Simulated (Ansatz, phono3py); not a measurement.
# KCl (Sylvite, Fm-3m): lattice thermal conductivity, part 3 of 3

Aim: the lattice thermal conductivity of KCl (Sylvite) against temperature, and which phonons carry it.

Experimental results on record:
- thermal conductivity 7.1 W/m/K near room temperature (given in “Combining the AFLOW GIBBS and Elastic Libraries to efficiently and robustly screen thermo-mechanical properties of solids”, 2017, arXiv:1611.05714)
- thermal conductivity 7.1 W/m/K near room temperature (given in “Predicting the lattice thermal conductivity of solids by solving the Boltzmann transport equation: AFLOW - AAPL an automated, accurate and efficient framework”, 2017, arXiv:1611.05481)

Ansatz 0.2.0; DFT LDA, scalar-relativistic, plane waves, PAW.

So far, κ at 300 K (full solution) (W/m/K): step 7 (a cheap rung, k-mesh 6×6×6, q-mesh of the transport sums …) 13.4. Also highest frequency (cm⁻¹): step 7 222. The relaxed cell has a = 6.077 Å (conventional setting).

### 8. A cheap rung, k-mesh 4×4×4, q-mesh of the transport sums 17×17×17

A small supercell and a short cutoff cost little, and show how far such settings carry.

The input, input.yaml:

```yaml
crystal:
  lattice:
    - [0.0, 3.0385033786, 3.0385033786]
    - [3.0385033786, 0.0, 3.0385033786]
    - [3.0385033786, 3.0385033786, 0.0]
  atoms:
    - { symbol: K, position: [0.0, 0.0, 0.0] }
    - { symbol: Cl, position: [0.5, 0.5, 0.5] }
kpoints:
  mp_grid: { grid: [4, 4, 4] }
hamiltonian:
  xc: lda
scf:
  occupations: { method: fixed }
output:
  eigenvalues: true
phonons:
  method: fd
  dielectric: true
  qmesh: [4, 4, 4]
  temperatures: { t_max: 1000, t_step: 50 }
  qpath:
    path:
      - [[0.0, 0.0, 0.0], [0.5, 0.0, 0.5], [0.625, 0.25, 0.625]]
      - [[0.375, 0.375, 0.75], [0.0, 0.0, 0.0], [0.5, 0.5, 0.5], [0.5, 0.25, 0.75], [0.5, 0.0, 0.5]]
    npoints: 10
  third_order: { supercell: [2, 2, 2], pair_cutoff: 3.189 }
  lattice_thermal_conductivity:
    qmesh: [17, 17, 17]
    temperatures: [100.0, 150.0, 200.0, 300.0, 400.0, 500.0, 600.0, 800.0]
    isotope_mass_variance:
      - { species: Cl, variance: 0.0005827 }
      - { species: K, variance: 0.000164 }
```

Launch:

```sh
> ansatz run input.yaml --threads 8 --pin off --max-ram 16384MiB --backend cpu --events-out ev --progress --plain --runs-dir out
```

Numbers of over 12 decimals in the logs are rounded to 6 here.

The program printed:

```text
[...]
Crystal: 8 atoms, lattice volume = 224.424 Å³
Basis set: ecut = 420 eV, 4367 PW (Γ), FFT grids on a1, a2, −2a1−2a2+a3
Bands: 40, of which v1, the nominal top of the filled ones, is band 32 counted from 1 (31 counted from 0)
Symmetry: 32 space group operations
k-points: 9 of 16
[...]
SCF iter   1: F=—  HF=-10177.165991 eV  |F-HF|=—  |Δ(HF+E_count)|=         —  Δρ=1.41e-8  dr2=2.19e-13  ethr=1.00e-12  ⟨swp⟩=3.0  Hψ=980  notcnv=0
[...]
SCF iter   2: F=-10177.165991 eV  HF=-10177.165991 eV  |F-HF|=1.82e-12  |Δ(HF+E_count)|=  1.82e-12  Δρ=6.10e-9  dr2=3.43e-14  ethr=1.00e-12  ⟨swp⟩=2.0  Hψ=684  notcnv=0
SCF 1 converged in 2 iterations: F = -10177.165991 eV  dr2 = 3.43e-14
[...]
Crystal: 2 atoms, lattice volume = 56.106 Å³
Basis set: ecut = 420 eV, 1067 PW (Γ), exchange–correlation on 60×60×60 points (8 copies of the dense FFT grid, shifted against one another)
Bands: 12, of which v1, the nominal top of the filled ones, is band 8 counted from 1 (7 counted from 0)
Symmetry: 48 space group operations
k-points: 13 of 64 (irreducible under 8 space group operations, time reversal used)
[...]
SCF iter   5: F=-2544.291498 eV  HF=-2544.291498 eV  |F-HF|=4.00e-11  |Δ(HF+E_count)|=  2.14e-11  Δρ=3.19e-7  dr2=5.10e-11  ethr=1.00e-12  ⟨swp⟩=4.4  Hψ=540  notcnv=0
SCF 2 converged in 5 iterations: F = -2544.291498 eV  dr2 = 5.10e-11
[...]
Symmetry: 1 space group operations
k-points: 10 of 16 (time reversal used)
[...]
SCF iter   6: F=-10177.165984 eV  HF=-10177.165984 eV  |F-HF|=0.00e0  |Δ(HF+E_count)|=  4.73e-11  Δρ=4.55e-8  dr2=5.23e-12  ethr=1.00e-12  ⟨swp⟩=4.0  Hψ=1753  notcnv=0
SCF 3 converged in 6 iterations: F = -10177.165984 eV  dr2 = 5.23e-12
[...]
SCF iter   6: F=-10177.165984 eV  HF=-10177.165984 eV  |F-HF|=3.64e-12  |Δ(HF+E_count)|=  9.09e-12  Δρ=2.53e-8  dr2=1.72e-12  ethr=1.00e-12  ⟨swp⟩=5.0  Hψ=1677  notcnv=0
SCF 4 converged in 6 iterations: F = -10177.165984 eV  dr2 = 1.72e-12
Basis set: ecut = 420 eV, 4363 PW (Γ), FFT grids on a1, a2, −a1+2a2+a3
Symmetry: 16 space group operations
k-points: 7 of 16
SCF iter   1: F=—  HF=-10177.165991 eV  |F-HF|=—  |Δ(HF+E_count)|=         —  Δρ=3.30e-8  dr2=2.78e-12  ethr=1.00e-12  ⟨swp⟩=3.0  Hψ=762  notcnv=0
[...]
SCF iter   2: F=-10177.165991 eV  HF=-10177.165991 eV  |F-HF|=0.00e0  |Δ(HF+E_count)|=  3.64e-12  Δρ=9.17e-9  dr2=1.25e-13  ethr=1.00e-12  ⟨swp⟩=3.0  Hψ=616  notcnv=0
SCF 5 converged in 2 iterations: F = -10177.165991 eV  dr2 = 1.25e-13
Symmetry: 2 space group operations
k-points: 7 of 16 (time reversal used)
[...]
SCF iter   6: F=-10177.165983 eV  HF=-10177.165983 eV  |F-HF|=1.82e-12  |Δ(HF+E_count)|=  1.09e-11  Δρ=4.35e-8  dr2=4.96e-12  ethr=1.00e-12  ⟨swp⟩=4.0  Hψ=1211  notcnv=0
SCF 6 converged in 6 iterations: F = -10177.165983 eV  dr2 = 4.96e-12
[...]
SCF iter   7: F=-10177.165984 eV  HF=-10177.165984 eV  |F-HF|=0.00e0  |Δ(HF+E_count)|=    0.00e0  Δρ=1.89e-8  dr2=9.33e-13  ethr=1.00e-12  ⟨swp⟩=5.0  Hψ=1618  notcnv=0
SCF 7 converged in 7 iterations: F = -10177.165984 eV  dr2 = 9.33e-13
[...]
SCF iter   6: F=-10177.165984 eV  HF=-10177.165984 eV  |F-HF|=3.64e-12  |Δ(HF+E_count)|=  9.09e-12  Δρ=2.50e-8  dr2=1.70e-12  ethr=1.00e-12  ⟨swp⟩=5.0  Hψ=1176  notcnv=0
SCF 8 converged in 6 iterations: F = -10177.165984 eV  dr2 = 1.70e-12
[...]
SCF 9 converged in 3 iterations: F = -10177.165984 eV  dr2 = 1.34e-12
[...]
SCF 10 converged in 6 iterations: F = -10177.165984 eV  dr2 = 1.48e-12
[...]
SCF 11 converged in 3 iterations: F = -10177.165984 eV  dr2 = 1.25e-12
Basis set: ecut = 420 eV, 4361 PW (Γ), FFT grids on a1, a2, −2a1+2a2+a3
Symmetry: 64 space group operations
k-points: 6 of 16
[...]
SCF 12 converged in 2 iterations: F = -10177.165991 eV  dr2 = 4.27e-12
[...]
SCF 13 converged in 6 iterations: F = -10177.165984 eV  dr2 = 5.56e-12
[...]
SCF 14 converged in 6 iterations: F = -10177.165985 eV  dr2 = 2.25e-12
Basis set: ecut = 420 eV, 4341 PW (Γ), FFT grids on a1, a2, 2a1−a2+a3
k-points: 5 of 16
[...]
SCF 15 converged in 2 iterations: F = -10177.165992 eV  dr2 = 3.42e-12
[...]
SCF 16 converged in 7 iterations: F = -10177.165985 eV  dr2 = 8.57e-13
[...]
SCF 17 converged in 6 iterations: F = -10177.165985 eV  dr2 = 1.85e-12
[...]
SCF 18 converged in 3 iterations: F = -10177.165985 eV  dr2 = 1.31e-12
Basis set: ecut = 420 eV, 4349 PW (Γ), FFT grids on a1, a2, −a1−a2+a3
k-points: 4 of 16
[...]
SCF 19 converged in 2 iterations: F = -10177.165991 eV  dr2 = 3.17e-13
[...]
SCF 20 converged in 7 iterations: F = -10177.165984 eV  dr2 = 5.02e-13
[...]
SCF 21 converged in 6 iterations: F = -10177.165984 eV  dr2 = 1.57e-12
[...]
SCF 22 converged in 3 iterations: F = -10177.165984 eV  dr2 = 9.28e-13
Crystal: 16 atoms, lattice volume = 448.848 Å³
Basis set: ecut = 420 eV, 8801 PW (Γ)
Bands: 80, of which v1, the nominal top of the filled ones, is band 64 counted from 1 (63 counted from 0)
Symmetry: 96 space group operations
k-points: 4 of 8
[...]
SCF 23 converged in 7 iterations: F = -20354.331983 eV  dr2 = 4.64e-10
[...]
Symmetry: 6 space group operations
[...]
SCF 24 converged in 7 iterations: F = -20354.330886 eV  dr2 = 4.83e-10
k-points: 6 of 8
[...]
SCF 25 converged in 7 iterations: F = -20354.328517 eV  dr2 = 1.66e-10
[...]
SCF 26 converged in 7 iterations: F = -20354.331056 eV  dr2 = 3.36e-10
k-points: 8
[...]
SCF 27 converged in 7 iterations: F = -20354.329893 eV  dr2 = 3.55e-10
[...]
SCF 28 converged in 6 iterations: F = -20354.330253 eV  dr2 = 8.89e-10
[...]
SCF 29 converged in 7 iterations: F = -20354.329389 eV  dr2 = 6.85e-10
[...]
SCF 30 converged in 7 iterations: F = -20354.329828 eV  dr2 = 1.52e-10
[...]
SCF 31 converged in 7 iterations: F = -20354.330288 eV  dr2 = 1.25e-10
[...]
SCF 32 converged in 7 iterations: F = -20354.329894 eV  dr2 = 2.75e-10
[...]
SCF 33 converged in 7 iterations: F = -20354.329821 eV  dr2 = 1.15e-10
[...]
SCF 34 converged in 7 iterations: F = -20354.329501 eV  dr2 = 8.03e-10
[...]
SCF 35 converged in 6 iterations: F = -20354.330957 eV  dr2 = 3.02e-10
[...]
SCF iter   6: F=-20354.328741 eV  HF=-20354.328741 eV  |F-HF|=4.98e-10  |Δ(HF+E_count)|=   1.14e-8  Δρ=3.99e-7  dr2=8.61e-10  ethr=1.00e-12  ⟨swp⟩=3.0  Hψ=1841  notcnv=0
SCF 36 converged in 6 iterations: F = -20354.328741 eV  dr2 = 8.61e-10
[...]
SCF iter   6: F=-20354.331116 eV  HF=-20354.331116 eV  |F-HF|=1.06e-10  |Δ(HF+E_count)|=   4.07e-9  Δρ=2.34e-7  dr2=2.81e-10  ethr=1.00e-12  ⟨swp⟩=4.0  Hψ=1608  notcnv=0
SCF 37 converged in 6 iterations: F = -20354.331116 eV  dr2 = 2.81e-10
[...]
SCF iter   7: F=-20354.329893 eV  HF=-20354.329893 eV  |F-HF|=4.00e-11  |Δ(HF+E_count)|=  6.29e-10  Δρ=1.66e-7  dr2=1.50e-10  ethr=1.00e-12  ⟨swp⟩=4.0  Hψ=1888  notcnv=0
SCF 38 converged in 7 iterations: F = -20354.329893 eV  dr2 = 1.50e-10
[...]
SCF iter   6: F=-20354.330289 eV  HF=-20354.330289 eV  |F-HF|=2.04e-10  |Δ(HF+E_count)|=   9.25e-9  Δρ=4.23e-7  dr2=9.14e-10  ethr=1.00e-12  ⟨swp⟩=3.0  Hψ=2014  notcnv=0
SCF 39 converged in 6 iterations: F = -20354.330289 eV  dr2 = 9.14e-10
[...]
SCF iter   7: F=-20354.329502 eV  HF=-20354.329502 eV  |F-HF|=1.46e-11  |Δ(HF+E_count)|=  8.22e-10  Δρ=1.46e-7  dr2=1.17e-10  ethr=1.00e-12  ⟨swp⟩=4.0  Hψ=1400  notcnv=0
SCF 40 converged in 7 iterations: F = -20354.329502 eV  dr2 = 1.17e-10
[...]
SCF iter   7: F=-20354.329820 eV  HF=-20354.329820 eV  |F-HF|=1.46e-11  |Δ(HF+E_count)|=  4.77e-10  Δρ=1.48e-7  dr2=1.17e-10  ethr=1.00e-12  ⟨swp⟩=4.0  Hψ=1887  notcnv=0
SCF 41 converged in 7 iterations: F = -20354.329820 eV  dr2 = 1.17e-10
[...]
SCF iter   6: F=-20354.330252 eV  HF=-20354.330252 eV  |F-HF|=1.78e-10  |Δ(HF+E_count)|=   1.14e-8  Δρ=4.33e-7  dr2=8.77e-10  ethr=1.00e-12  ⟨swp⟩=3.0  Hψ=1938  notcnv=0
SCF 42 converged in 6 iterations: F = -20354.330252 eV  dr2 = 8.77e-10
[...]
SCF iter   7: F=-20354.329894 eV  HF=-20354.329894 eV  |F-HF|=4.37e-11  |Δ(HF+E_count)|=  6.11e-10  Δρ=1.76e-7  dr2=1.66e-10  ethr=1.00e-12  ⟨swp⟩=4.0  Hψ=1888  notcnv=0
SCF 43 converged in 7 iterations: F = -20354.329894 eV  dr2 = 1.66e-10
[...]
SCF iter   7: F=-20354.329829 eV  HF=-20354.329829 eV  |F-HF|=2.18e-11  |Δ(HF+E_count)|=  4.58e-10  Δρ=1.59e-7  dr2=1.39e-10  ethr=1.00e-12  ⟨swp⟩=4.0  Hψ=1888  notcnv=0
SCF 44 converged in 7 iterations: F = -20354.329829 eV  dr2 = 1.39e-10
[...]
SCF iter   7: F=-20354.329388 eV  HF=-20354.329388 eV  |F-HF|=3.64e-11  |Δ(HF+E_count)|=  7.79e-10  Δρ=1.73e-7  dr2=1.66e-10  ethr=1.00e-12  ⟨swp⟩=4.0  Hψ=1416  notcnv=0
SCF 45 converged in 7 iterations: F = -20354.329388 eV  dr2 = 1.66e-10
SCF converged after 2 iterations
Free energy (F): -10177.165991 eV
[...]
Internal energy: -10177.165991 eV  (E = F + TS)
E sigma→0 (E₀):  -10177.165991 eV
Fermi energy:    1.340911 eV
[...]
--- Band table (eV; the first three rows and the last of 9) ---
  k-point 0: bands = [... 28 lower, 1.0873, 1.3409, 1.3409, 1.3409, 6.4509, 7.3822, 9.0169, 9.0169, ... 4 higher]
  k-point 1: bands = [... 28 lower, 1.1082, 1.1082, 1.1082, 1.1082, 7.8268, 7.8268, 8.4104, 8.4104, ... 4 higher]
  k-point 2: bands = [... 28 lower, 1.1869, 1.1869, 1.1869, 1.1869, 8.0254, 8.0254, 8.1691, 8.1691, ... 4 higher]
  k-point 8: bands = [... 28 lower, 0.8960, 0.8960, 0.8960, 0.8960, 8.8077, 8.8077, 9.1543, 9.1543, ... 4 higher]
--- Phonons: 16 displaced members + 5 references (amplitude of the first 0.0025 Å, Σ member SCF iterations 87) ---
  ASR residual: 3.937e-4 → 0.000e0 eV/Å²; symmetrization residual: 2.815e-4 eV/Å²
  largest component of a force at the reference: 2.5e-29 eV/Å
  ASR residual per site (eV/Å²): 3.94e-4 8.05e-5
  Γ frequencies (cm⁻¹): 0.00 0.00 0.00 161.16 161.16 161.16
[...]
ε∞ (high-frequency dielectric tensor):
        2.502504    -0.000000    -0.000000
        0.000000     2.502504    -0.000000
        0.000000    -0.000000     2.502504
[...]
Born effective charges Z* (e; rows j = field, columns β = displacement):
    site 0:
         1.10915   -0.00000    0.00000
         0.00000    1.10915    0.00000
         0.00000   -0.00000    1.10915
    site 1:
        -1.10915    0.00000   -0.00000
         0.00000   -1.10915   -0.00000
         0.00000    0.00000   -1.10915
  Z* charge neutrality: 3.601e-5 e pre-enforcement
[...]
optical modes at Γ without the LO–TO term, one row a degenerate level:
      ω (cm⁻¹)  modes    IR ((D/Å)²/amu)
        161.16      3             4.5796
  optical modes at Γ + LO–TO along q̂ = [1.0000, 0.0000, 0.0000]:
      ω (cm⁻¹)  modes    IR ((D/Å)²/amu)
        161.16      2             3.0531
        221.72      1             1.5265
  optical modes at Γ + LO–TO along q̂ = [0.0000, 1.0000, 0.0000]:
      ω (cm⁻¹)  modes    IR ((D/Å)²/amu)
        161.16      2             3.0531
        221.72      1             1.5265
  optical modes at Γ + LO–TO along q̂ = [0.0000, 0.0000, 1.0000]:
      ω (cm⁻¹)  modes    IR ((D/Å)²/amu)
        161.16      2             3.0531
        221.72      1             1.5265
--- Phonons (by wavevector): 8 wavevectors in 5 supercells ---
  supercell 1 (4 cells, vectors [1, 0, 0], [-1, 1, 1], [0, 0, 4] in multiples of the cell's): 2 displaced members by 0.0025 Å; free energy -10177.165991 eV; taken off its force constants: by the sum rule 3.9e-4, by the symmetrisation 1.8e-4 eV/Å²
[...]
q = [0.0000, 0.0000, 0.0000] (star 1, supercell 1; hermiticity 0.00e0, symmetrization 3.37e-6): -0.00 0.00 0.00 161.16 161.16 161.16
[...]
joined force constants: q→R imaginary residual 5.11e-18
[...]
38 force-constant blocks with the first atom in the home cell, fitted with 6 parameters over 4 symmetry orbits; no atom triplet left out
[...]
100.00           30.8491         37.4557           9          converged          4.941e-1
      150.00           20.8609         26.1245           9          converged          4.746e-1
      200.00           15.8640         20.1855           9          converged          4.639e-1
      300.00           10.7814         13.9367          10          converged          4.522e-1
      400.00            8.1940         10.6713          10          converged          4.459e-1
      500.00            6.6253          8.6627          10          converged          4.420e-1
      600.00            5.5728          7.3024          10          converged          4.393e-1
      800.00            4.2500          5.5778          10          converged          4.358e-1
```

It took 83 s on 8 threads of Arm Neoverse N1, shared host; peak memory 1.5 GiB.

Numbers from this step:

| Property | Result |
| --- | --- |
| zero-point energy | 0.04716 eV/cell |
| κ at 300 K (relaxation time) | 10.78 W/m/K |
| κ at 300 K (full solution) | 13.94 W/m/K |
| mean free path at half of κ | 17.6 nm |
| share of κ above the three lowest branches | 0.12 |
| largest relative sum-rule correction | 0.02801 |

W/m/K. Kappa, by row:

```tsv
T (K)	RTA xx	RTA yy	RTA zz	full xx	full yy	full zz	coherence part xx	coherence part yy	coherence part zz	ending	iterations	least Ritz value
100	30.85	30.85	30.85	37.46	37.46	37.46	0.04053	0.04053	0.04053	converged	9	0.494
150	20.86	20.86	20.86	26.12	26.12	26.12	0.06018	0.06018	0.06018	converged	9	0.475
200	15.86	15.86	15.86	20.19	20.19	20.19	0.07403	0.07403	0.07403	converged	9	0.464
300	10.78	10.78	10.78	13.94	13.94	13.94	0.09424	0.09424	0.09424	converged	10	0.452
400	8.194	8.194	8.194	10.67	10.67	10.67	0.1098	0.1098	0.1098	converged	10	0.446
500	6.625	6.625	6.625	8.663	8.663	8.663	0.1228	0.1228	0.1228	converged	10	0.442
600	5.573	5.573	5.573	7.302	7.302	7.302	0.1339	0.1339	0.1339	converged	10	0.439
800	4.25	4.25	4.25	5.578	5.578	5.578	0.1513	0.1513	0.1513	converged	10	0.436
```

This rung gives 10.8 W/(m K) at 300 K by relaxation time, but with 16 atoms, 1 neighbour distance inside the cutoff and a 17×17×17 mesh it is a test, not the conductivity of the crystal.

### 9. The ladder

Ladder, by row:

```tsv
cells or q mesh	k mesh	pair cutoff	atoms in the supercell	q-mesh of the transport sums	κ at 300 K (relaxation time) (W/m/K)	κ at 300 K (full solution) (W/m/K)	core-minutes
2x2x2	6x6x6	3.189	16	11×11×11	10.85	13.45	17.9
4x4x4	4x4x4	3.189	16	17×17×17	10.78	13.94	9.9
```

### 10. Results

```json
{"conductivity": "not obtained on sound settings"}
```

What this shows: No conductivity was obtained: no run with a large enough supercell and cutoff finished.

[Logs are printed without paths, hosts, clocks, repeated set-up lines and the standing remarks that a program may print on its own settings, such as how far it seeks lower states.]

[Hosts, paths, dates, database ids (printed as entryN), source tags and the programs' standing remarks are cut or masked in the printed files.]

[A step with changed settings may run another functional than the one named; its input shows which.]
